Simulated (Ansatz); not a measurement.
**Tc of Cs (Im-3m) from its phonons**

Aim: the phonon-mediated transition temperature of Cs (Im-3m) at ambient pressure, over a range of μ*. The cell shown first is a relaxed one, from steps not shown here.

Main program and level: Ansatz 0.2.0; DFT PBE, scalar-relativistic, plane waves, PAW.

Report form: the programs' logs are mostly left out.

## Step 1: The cell after earlier relaxation steps

It takes space group Im-3m (No. 229, cubic). Conventional cell: a = 6.159 Å, b = 6.159 Å, c = 6.159 Å, α = 90.00°, β = 90.00°, γ = 90.00°.

## Step 2: Resistivity: q 2×2×2, k 6×6×6, scattering 8×8×8

The run that gives the couplings also evaluates McMillan's and Allen and Dynes's formulas and, where asked, the Eliashberg equations, over a range of μ*.

input.yaml

```yaml
crystal:
  lattice:
    - [-3.0796683681, 3.0796683681, 3.0796683681]
    - [3.0796683681, -3.0796683681, 3.0796683681]
    - [3.0796683681, 3.0796683681, -3.0796683681]
  atoms:
    - { symbol: Cs, position: [0.0, 0.0, 0.0] }
kpoints:
  mp_grid: { grid: [6, 6, 6] }
hamiltonian:
  xc: pbe
scf:
  occupations: { method: methfessel_paxton, width: 0.2 }
output:
  eigenvalues: true
phonons:
  method: dfpt
  qmesh: [2, 2, 2]
  temperatures: { t_max: 1000, t_step: 50 }
  qpath:
    path:
      - [[0.0, 0.0, 0.0], [0.5, -0.5, 0.5], [0.0, 0.0, 0.5], [0.0, 0.0, 0.0], [0.25, 0.25, 0.25], [0.5, -0.5, 0.5]]
      - [[0.25, 0.25, 0.25], [0.0, 0.0, 0.5]]
    npoints: 10
  electrical_resistivity:
    mesh: [8, 8, 8]
    temperatures: [20.0, 50.0, 80.0, 100.0, 150.0, 200.0, 273.0, 300.0, 400.0, 500.0, 600.0, 800.0]
  superconductivity: { mesh: [8, 8, 8] }
```

On the command line:

```bash
> ansatz run input.yaml --threads 4 --pin off --max-ram 10240MiB --backend cpu --events-out ev --progress --plain --runs-dir out
```

Elapsed: 18 s, on 4 threads of Arm Neoverse V1, shared host; peak memory 0.74 GiB; 57 s of CPU time.

Numbers from this step:

```yaml
volume_per_atom: 116.8 Å³
metallic_on_mesh: yes
gap_on_the_k_mesh: 0 eV
zero_point_energy: 0.004108 eV/cell
share_of_imaginary_modes_in_the_plain_interpolation_between_solved_wavevectors: 0
highest_frequency_solved_or_plainly_interpolated: 35.15 cm⁻¹
debye_temperature_second_moment: 44 K
resistivity_at_300_k: 36.92 μΩ cm
coupling_constant_lambda: 0.264
density_of_states_at_the_fermi_level: 0.6505 states/eV a spin and cell
log_mean_phonon_energy_omega_log: 1.452 meV
transport_coupling_constant_lambda_tr: 0.3088, 0.3088, 0.3088 (xx, yy, zz)
drude_plasma_energy: 3.051, 3.051, 3.051 eV (xx, yy, zz)
resistivity_times_mean_free_path: 30.3, 30.3, 30.3 × 10⁻¹⁶ Ω m² (xx, yy, zz)
second_moment_phonon_energy_omega: 2.267 meV
coupling_lambda_by_branch: 0.151, 0.0387, 0.0745 (branches by rank of frequency)
```

An empty cell: under 1 mK by a formula, or no transition down to the floor of the Eliashberg search. Transition temperatures:

```
  μ*  McMillan Tc (K)  Allen–Dynes Tc (K)
0.08          0.00642             0.00648
 0.1          0.00191             0.00193
0.12                -                   -
0.13                -                   -
0.14                -                   -
0.16                -                   -
 0.2                -                   -
```

## Step 3: Coupling and resistivity: q 2×2×2, k 6×6×6, scattering 12×12×12

The next rung changes the scattering mesh, which samples the Fermi surface.

input.yaml: that of step 2 with these lines changed.

```diff
@@ -25,4 +25,4 @@
   electrical_resistivity:
-    mesh: [8, 8, 8]
+    mesh: [12, 12, 12]
     temperatures: [20.0, 50.0, 80.0, 100.0, 150.0, 200.0, 273.0, 300.0, 400.0, 500.0, 600.0, 800.0]
-  superconductivity: { mesh: [8, 8, 8] }
+  superconductivity: { mesh: [12, 12, 12] }
```

Run time: 25 s. Hardware: 4 threads; peak memory 0.74 GiB.

Numbers from this step:

```yaml
resistivity_at_300_k: 35.36 μΩ cm
coupling_constant_lambda: 0.2654
density_of_states_at_the_fermi_level: 0.6696 states/eV a spin and cell
log_mean_phonon_energy_omega_log: 1.444 meV
transport_coupling_constant_lambda_tr: 0.3037, 0.3037, 0.3037 (xx, yy, zz)
drude_plasma_energy: 3.038, 3.038, 3.038 eV (xx, yy, zz)
resistivity_times_mean_free_path: 30.13, 30.13, 30.13 × 10⁻¹⁶ Ω m² (xx, yy, zz)
second_moment_phonon_energy_omega: 2.232 meV
coupling_lambda_by_branch: 0.15, 0.0404, 0.0749 (branches by rank of frequency)
```

An empty cell: under 1 mK by a formula, or no transition down to the floor of the Eliashberg search. Transition temperatures:

```csv
μ*,McMillan Tc (K),Allen–Dynes Tc (K)
0.08,0.0067,0.00677
0.1,0.00203,0.00205
0.12,-,-
0.13,-,-
0.14,-,-
0.16,-,-
0.2,-,-
```

Between step 2 and this run (scattering mesh 12×12×12) the value for the log mean phonon energy ħω_log moves from 1.45 meV to 1.44 meV.

## Step 4: Coupling and resistivity: q 3×3×3, k 9×9×9, scattering 12×12×12

The next rung changes the q mesh, which sets the reach of the force constants and couplings; the k mesh of the density and its response.

input.yaml: that of step 3 with these lines changed.

```diff
@@ -8,3 +8,3 @@
 kpoints:
-  mp_grid: { grid: [6, 6, 6] }
+  mp_grid: { grid: [9, 9, 9] }
 hamiltonian:
@@ -17,3 +17,3 @@
   method: dfpt
-  qmesh: [2, 2, 2]
+  qmesh: [3, 3, 3]
   temperatures: { t_max: 1000, t_step: 50 }
```

The job ended after 3 min (4 threads; peak memory 5.8 GiB).

Numbers from this step:

```
zero point energy                                 : 0.004171 eV/cell
highest frequency, solved or plainly interpolated : 35.5 cm⁻¹
resistivity at 300 K                              : 32.27 μΩ cm
coupling constant λ                               : 0.2284
log mean phonon energy ħω_log                     : 1.568 meV
transport coupling constant λ_tr                  : 0.2707, 0.2707, 0.2707 (xx, yy, zz)
second-moment phonon energy ħω₂                   : 2.309 meV
coupling λ by branch                              : 0.129, 0.0414, 0.0581 (branches by rank of frequency)
```

An empty cell: under 1 mK by a formula, or no transition down to the floor of the Eliashberg search. Transition temperatures:

```
  μ*  McMillan Tc (K)  Allen–Dynes Tc (K)
0.08          0.00136             0.00137
 0.1                -                   -
0.12                -                   -
0.13                -                   -
0.14                -                   -
0.16                -                   -
 0.2                -                   -
```

The Eliashberg function α²F by phonon energy; read off at these points:

```csv
phonon energy (meV),α²F,α²F tr
0.10,4.5e-4,4.1e-5
0.20,0.00136,2.0e-4
0.30,0.00329,5.7e-4
0.40,0.00616,0.00170
0.50,0.00978,0.00428
0.60,0.0142,0.00904
0.70,0.0207,0.0174
0.80,0.0310,0.0328
0.90,0.0454,0.0589
1.00,0.0583,0.0829
1.10,0.0655,0.0937
1.20,0.0638,0.0938
1.30,0.0624,0.0924
1.40,0.0633,0.0945
1.50,0.0642,0.0969
1.60,0.0689,0.107
1.70,0.068,0.106
1.77,0.0704,0.113
1.80,0.0669,0.106
1.90,0.0493,0.0688
2.00,0.0457,0.0601
2.10,0.0446,0.0560
2.20,0.0443,0.0563
2.30,0.0446,0.0569
2.40,0.0456,0.0585
2.50,0.0485,0.0633
2.60,0.0545,0.0735
2.70,0.0647,0.0908
2.80,0.0576,0.0741
2.90,0.0565,0.0686
3.00,0.0559,0.0627
3.10,0.0530,0.0572
3.20,0.0546,0.0565
3.30,0.0511,0.0502
3.40,0.0497,0.0460
3.50,0.0521,0.0463
3.60,0.0548,0.0470
3.70,0.0613,0.0513
3.80,0.0735,0.0572
3.90,0.0998,0.0787
4.00,0.137,0.112
4.07,0.180,0.159
4.10,0.139,0.119
4.20,0.0852,0.0691
4.30,0.0547,0.0422
```

Between step 3 and this run (k-mesh 9×9×9 and q mesh 3×3×3) the value for the log mean phonon energy ħω_log moves from 1.44 meV to 1.57 meV (+9 %).

## Step 5: Results

```json
{"meshes": "q 3×3×3, k 9×9×9, scattering 12×12×12", "coupling constant λ": "0.228", "log mean phonon energy ħω_log": "1.57 meV"}
```

**Reading.** In the last run (PBE, q 3×3×3, k 9×9×9, scattering 12×12×12), with λ = 0.23 and ħω_log = 1.57 meV, Tc at μ* = 0.13 is under 1 mK by the formulas. Wikipedia's list of superconducting elements holds no transition of Cs at normal pressure, in line with the calculation. In that run Allen and Dynes's formula gives no transition above 0.05 K at μ* = 0.10 or more. By the run's own test λ is not converged in the fine mesh: it moves by 2 % between the two finest, and by up to 208 % in the other runs. The run's transport test calls it not converged in the mesh; ρ(300 K) moves by 10 % in the component that moves most. Over the runs, λ takes the values 0.264, 0.265 and 0.228, in the order shown. μ* is a typed number, phonons are harmonic, and spin fluctuations are left out; with λ this near or under μ*(1 + 0.62 λ), the formulas give Tc only to its order of magnitude, or none.

[Logs are printed without paths, hosts, clocks, repeated set-up lines and the standing remarks that a program may print on its own settings, such as how far it seeks lower states.]

[Hosts, paths, dates, database ids (printed as entryN), source tags and the programs' standing remarks are cut or masked in the printed files.]
